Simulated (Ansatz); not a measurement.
# Phonons of GaAs (F-43m) against volume, part 2 of 2

Aim: how do the optical modes of GaAs (F-43m) move with volume?

Ansatz 0.2.0; DFT PBE, scalar-relativistic, plane waves, PAW; PAW set soft_1.

So far, highest optical mode at the zone centre (no LO-TO term) (cm⁻¹): step 4 (modes at rest) 252.

## (5) Ground state of a member: 0.9 times the volume at rest

The cell is set to 0.9 times the volume at rest; symmetry leaves nothing else free, so this is a single point.

input.yaml reads:

```yaml
crystal:
  lattice:
    - [0.0, 2.7738000456, 2.7738000456]
    - [2.7738000456, 0.0, 2.7738000456]
    - [2.7738000456, 2.7738000456, 0.0]
  atoms:
    - { symbol: Ga, position: [0.0, 0.0, 0.0] }
    - { symbol: As, position: [0.75, 0.75, 0.75] }
kpoints:
  mp_grid: { grid: [12, 12, 12] }
hamiltonian:
  xc: pbe
  pseudopotentials: { kind: paw, azcp: { folder: soft_1 } }
scf:
  occupations: { method: gaussian, width: 0.02 }
output:
  forces: true
  stress: true
  eigenvalues: true
```

Launch:

```bash
> ansatz run input.yaml --threads 4 --pin off --max-ram 10240MiB --backend cpu --events-out ev --progress --plain --runs-dir out
```

Numbers of over 12 decimals in the logs are rounded to 6 here.

What it wrote:

```text
[...]
Crystal: 2 atoms, lattice volume = 42.683 Å³
Basis set: ecut = 420 eV, 869 PW (Γ), exchange–correlation on 54×54×54 points (8 copies of the dense FFT grid, shifted against one another)
Bands: 18, of which v1, the nominal top of the filled ones, is band 14 counted from 1 (13 counted from 0)
Symmetry: 24 space group operations
[...]
k-points: 72 of 1728 (time reversal used)
[...]
SCF iter   1: F=—  HF=-8639.851001 eV  |F-HF|=—  |Δ(HF+E_count)|=         —  Δρ=4.54e-2  dr2=5.03e-1  ethr=3.10e-3  ⟨swp⟩=6.0  Hψ=6400  notcnv=0
[...]
SCF iter   7: F=-8639.763098 eV  HF=-8639.763098 eV  |F-HF|=2.81e-8  |Δ(HF+E_count)|=   3.18e-7  Δρ=1.17e-5  dr2=3.68e-8  ethr=3.57e-10  ⟨swp⟩=6.4  Hψ=6813  notcnv=0
SCF 1 converged in 7 iterations: F = -8639.763098 eV  dr2 = 3.68e-8
[...]
SCF converged after 7 iterations
Free energy (F): -8639.763098 eV
[...]
Internal energy: -8639.763098 eV  (E = F + TS)
E sigma→0 (E₀):  -8639.763098 eV
Fermi energy:    9.182592 eV
[...]
--- Stress (GPa, compression-positive) ---
        8.208967       0.000000      -0.000000
       -0.000000       8.208967       0.000000
       -0.000000       0.000000       8.208967
  P = ⅓ Tr σ = 8.2090 GPa (82.090 kbar)
--- Band table (eV; the first three rows and the last of 72) ---
  k-point 0: bands = [... 10 lower, -4.4450, 8.7057, 8.7057, 8.7057, 9.6590, 12.4590, 12.4590, 12.4590]
  k-point 1: bands = [... 10 lower, -4.3554, 7.5509, 8.5813, 8.5813, 10.3890, 12.6412, 12.6412, 12.6562]
  k-point 2: bands = [... 10 lower, -4.0953, 5.9700, 8.2914, 8.2914, 10.5816, 13.0437, 13.0437, 13.5839]
  k-point 71: bands = [... 10 lower, -1.6150, 1.8359, 4.8985, 5.0929, 13.4566, 13.5953, 14.3049, 14.7790]
```

Wall time 2 s (4 threads of Arm Neoverse V1, shared host); peak memory 0.38 GiB.

This step gave:

```yaml
pressure: 8.209 GPa
gap_on_the_k_mesh: 0.9534 eV
volume_per_atom: 21.34 Å³
```

The forces vanish by symmetry, at a pressure of 8.21 GPa.

## (6) Zone-centre modes of the member: 0.9 times the volume at rest

The zone-centre modes follow for 0.9 times the volume at rest.

Edit input.yaml of step 5 so:

```diff
@@ -14,6 +14,6 @@
 scf:
-  occupations: { method: gaussian, width: 0.02 }
+  occupations: { method: fixed }
 output:
-  forces: true
-  stress: true
   eigenvalues: true
+phonons:
+  method: dfpt
```

What it wrote:

```text
[...]
Crystal: 2 atoms, lattice volume = 42.683 Å³
Basis set: ecut = 420 eV, 869 PW (Γ), exchange–correlation on 54×54×54 points (8 copies of the dense FFT grid, shifted against one another)
Bands: 18, of which v1, the nominal top of the filled ones, is band 14 counted from 1 (13 counted from 0)
Symmetry: 24 space group operations
k-points: 163 of 1728 (irreducible under 8 space group operations, time reversal used)
[...]
SCF iter   1: F=—  HF=-8639.850988 eV  |F-HF|=—  |Δ(HF+E_count)|=         —  Δρ=4.56e-2  dr2=5.06e-1  ethr=3.10e-3  ⟨swp⟩=4.8  Hψ=12934  notcnv=0  defer=298
[...]
SCF iter   9: F=-8639.763098 eV  HF=-8639.763098 eV  |F-HF|=2.04e-10  |Δ(HF+E_count)|=   2.49e-9  Δρ=5.15e-7  dr2=9.94e-11  ethr=1.00e-12  ⟨swp⟩=6.9  Hψ=20904  notcnv=0
SCF 1 converged in 9 iterations: F = -8639.763098 eV  dr2 = 9.94e-11
[...]
SCF converged after 9 iterations
Free energy (F): -8639.763098 eV
[...]
Internal energy: -8639.763098 eV  (E = F + TS)
E sigma→0 (E₀):  -8639.763098 eV
Fermi energy:    8.705744 eV
[...]
--- Band table (eV; the first three rows and the last of 163) ---
  k-point 0: bands = [... 10 lower, -4.4449, 8.7057, 8.7057, 8.7057, 9.6592, 12.4590, 12.4590, 12.4590]
  k-point 1: bands = [... 10 lower, -4.3554, 7.5510, 8.5814, 8.5814, 10.3891, 12.6412, 12.6412, 12.6562]
  k-point 2: bands = [... 10 lower, -4.0952, 5.9700, 8.2915, 8.2915, 10.5817, 13.0437, 13.0437, 13.5841]
  k-point 162: bands = [... 10 lower, -1.6150, 1.8360, 4.8985, 5.0929, 13.4568, 13.5954, 14.3050, 14.7792]
[...]
ASR residual: 2.464e-4 → 0.000e0 eV/Å²; symmetrization residual: 1.590e-6 eV/Å²
  ASR residual per site (eV/Å²): 1.61e-6 2.46e-4
  Γ frequencies (cm⁻¹): 0.00 0.00 0.00 285.94 285.94 285.94
[...]
```

Elapsed: 13 s, on 4 threads; peak memory 0.68 GiB.

This step gave:

| Property | Result |
| --- | --- |
| sum-rule residual before enforcement | 2.46e-4 eV/Å² |
| highest optical mode at the zone centre (no LO-TO term) | 285.9 cm⁻¹ |
| lowest optical zone-centre mode | 285.9 cm⁻¹ |

Without the LO-TO term. Patterns of degenerate modes are one choice out of their space. Modes at Γ, with each element's share of the kinetic energy:

```csv
mode,frequency (cm⁻¹),symmetry,Ga %,As %
1,0.0,acoustic,48,52
2,0.0,acoustic,48,52
3,0.0,acoustic,48,52
4,285.9,T2,52,48
5,285.9,T2,52,48
6,285.9,T2,52,48
```

The optical mode without the LO-TO term lies at 285.9 cm⁻¹.

Between step 4 and this run (occupations fixed and volume ratio 0.9) the value for the highest optical mode at the zone centre (no LO-TO term) moves from 252 cm⁻¹ to 286 cm⁻¹ (+14 %).

## (7) Ground state of a member: 0.99 times the volume at rest

The cell is set to 0.99 times the volume at rest; symmetry leaves nothing else free, so this is a single point.

input.yaml, the sections that differ from step 6:

```yaml
crystal:
  lattice:
    - [0.0, 2.8633386313, 2.8633386313]
    - [2.8633386313, 0.0, 2.8633386313]
    - [2.8633386313, 2.8633386313, 0.0]
  atoms:
    - { symbol: Ga, position: [0.0, 0.0, 0.0] }
    - { symbol: As, position: [0.75, 0.75, 0.75] }
scf:
  occupations: { method: gaussian, width: 0.02 }
output:
  forces: true
  stress: true
  eigenvalues: true
# kpoints, hamiltonian: as in step 6
# phonons: removed
```

What it wrote:

```text
[...]
Crystal: 2 atoms, lattice volume = 46.951 Å³
Basis set: ecut = 420 eV, 941 PW (Γ), exchange–correlation on 60×60×60 points (8 copies of the dense FFT grid, shifted against one another)
Bands: 18, of which v1, the nominal top of the filled ones, is band 14 counted from 1 (13 counted from 0)
Symmetry: 24 space group operations
[...]
k-points: 72 of 1728 (time reversal used)
[...]
--- Band table (eV; the first three rows and the last of 72) ---
  k-point 0: bands = [... 10 lower, -5.0362, 7.4208, 7.4208, 7.4208, 7.6550, 11.1509, 11.1509, 11.1509]
  k-point 1: bands = [... 10 lower, -4.9589, 6.1565, 7.3145, 7.3145, 8.5802, 11.2817, 11.3109, 11.3109]
  k-point 2: bands = [... 10 lower, -4.7338, 4.7210, 7.0629, 7.0629, 8.9000, 11.6727, 11.6727, 11.9900]
  k-point 71: bands = [... 10 lower, -2.6539, 0.9605, 4.0685, 4.2605, 11.8645, 12.1243, 12.7145, 13.4550]
[key lines of the parts left out:]
SCF converged after 7 iterations
Free energy (F): -8639.872201 eV
Fermi energy:    7.538825 eV
P = ⅓ Tr σ = 0.6280 GPa (6.280 kbar)
```

It took 2.2 s on 4 threads; peak memory 0.39 GiB.

This step gave:

```
pressure          : 0.6280 GPa
gap on the k-mesh : 0.2343 eV
volume per atom   : 23.48 Å³
```

The forces vanish by symmetry, at a pressure of 0.63 GPa.

## (8) Zone-centre modes of the member: 0.99 times the volume at rest

The zone-centre modes follow for 0.99 times the volume at rest.

Edit input.yaml of step 7 so:

```diff
@@ -16,4 +16,4 @@
 output:
-  forces: true
-  stress: true
   eigenvalues: true
+phonons:
+  method: dfpt
```

What it wrote:

```text
[...]
Crystal: 2 atoms, lattice volume = 46.951 Å³
Basis set: ecut = 420 eV, 941 PW (Γ), exchange–correlation on 60×60×60 points (8 copies of the dense FFT grid, shifted against one another)
Bands: 18, of which v1, the nominal top of the filled ones, is band 14 counted from 1 (13 counted from 0)
Symmetry: 24 space group operations
k-points: 163 of 1728 (irreducible under 8 space group operations, time reversal used)
[...]
k-point 1: bands = [... 10 lower, -4.9588, 6.1566, 7.3146, 7.3146, 8.5803, 11.2818, 11.3110, 11.3110]
  k-point 2: bands = [... 10 lower, -4.7337, 4.7211, 7.0630, 7.0630, 8.9001, 11.6728, 11.6728, 11.9901]
  k-point 162: bands = [... 10 lower, -2.6538, 0.9606, 4.0685, 4.2606, 11.8646, 12.1246, 12.7146, 13.4552]
[...]
ASR residual: 1.275e-5 → 0.000e0 eV/Å²; symmetrization residual: 1.162e-6 eV/Å²
  ASR residual per site (eV/Å²): 3.10e-6 1.28e-5
  Γ frequencies (cm⁻¹): 0.00 0.00 0.00 255.02 255.02 255.02
[...]
[key lines of the parts left out:]
SCF converged after 10 iterations
Free energy (F): -8639.872201 eV
Fermi energy:    7.538943 eV
```

It took 14 s on 4 threads; peak memory 0.75 GiB.

This step gave:

- gap on the k-mesh: 0.2344 eV
- sum-rule residual before enforcement: 1.28e-5 eV/Å²
- highest optical mode at the zone centre (no LO-TO term): 255.0 cm⁻¹
- lowest optical zone-centre mode: 255.0 cm⁻¹

Without the LO-TO term. Patterns of degenerate modes are one choice out of their space. Modes at Γ, with each element's share of the kinetic energy:

```csv
mode,frequency (cm⁻¹),symmetry,Ga %,As %
1,0.0,acoustic,48,52
2,0.0,acoustic,48,52
3,0.0,acoustic,48,52
4,255.0,T2,52,48
5,255.0,T2,52,48
6,255.0,T2,52,48
```

The optical mode without the LO-TO term lies at 255.0 cm⁻¹.

## (9) All members side by side

The members are set side by side, also those not shown above.

Each row is one cell with its response, relaxed at fixed volume as far as symmetry leaves anything free; energies are extrapolated to zero smearing, and E0 is that at rest; members with a gap under 0.05 eV are left out; shape and atoms are relaxed in each cell where symmetry leaves them free. State of the crystal along the series:

```csv
volume ratio,V (Å³/atom),pressure (GPa),E - E0 (meV/atom),gap on mesh (eV)
0.9,21.34,8.209,55.02,0.9534
0.92,21.82,6.174,33.79,0.7834
0.94,22.29,4.358,18.26,0.6194
0.96,22.76,2.737,7.799,0.4612
0.98,23.24,1.292,1.88,0.3085
0.99,23.48,0.628,0.464,0.2343
1,23.71,8.54e-4,0,0.1614
```

Each mode is tracked from rest by its pattern, and modes that stay within 0.3 cm⁻¹ of each other stand once; members with a gap under 0.05 eV are left out; shape and atoms are relaxed in each cell where symmetry leaves them free. Optical modes along the series:

```csv
V (Å³/atom),mode 4 T2 (cm⁻¹)
21.34,285.9
21.82,278.6
22.29,271.5
22.76,264.7
23.24,258.2
23.48,255
23.71,251.9
```

## (10) Results

```json
{"members": "7", "highest optical mode at the zone centre (no LO-TO term), at rest": "251.9 cm⁻¹"}
```

What this shows: The series spans 0.0 to 8.2 GPa. One k mesh and one cutoff serve the ground states and modes of all volumes. At volume ratio 1.02, 1.04 and 1.06 the gap on the mesh is under 0.05 eV, where mesh and smearing no longer suit, so these members are left out. These are harmonic frequencies at zero temperature: anharmonic shifts, linewidths and thermal expansion are left out. Only the zone centre was solved, so an instability at another wavevector cannot show here.

Comparison with the measured values:

| quantity | measured | PBE, PAW; PAW set soft_1 |
| --- | --- | --- |
| lattice constant a (Å) | 5.653 | 5.746 (+1.6 %) |

Measured values from pmc:9457441 (2022).

Verdict: The lattice constant a is off by +1.6 %: a clear miss. The grades are ours: good and fair within 0.7 and 1.5 % for the lattice constant a. For lattice constants the calculation has a static lattice, without zero-point motion or thermal expansion. As a rule both would widen the computed cell, so the excess over experiment is if anything larger than shown.

[Logs are printed without paths, hosts, clocks, repeated set-up lines and the standing remarks that a program may print on its own settings, such as how far it seeks lower states.]

[Hosts, paths, dates, database ids (printed as entryN), source tags and the programs' standing remarks are cut or masked in the printed files.]
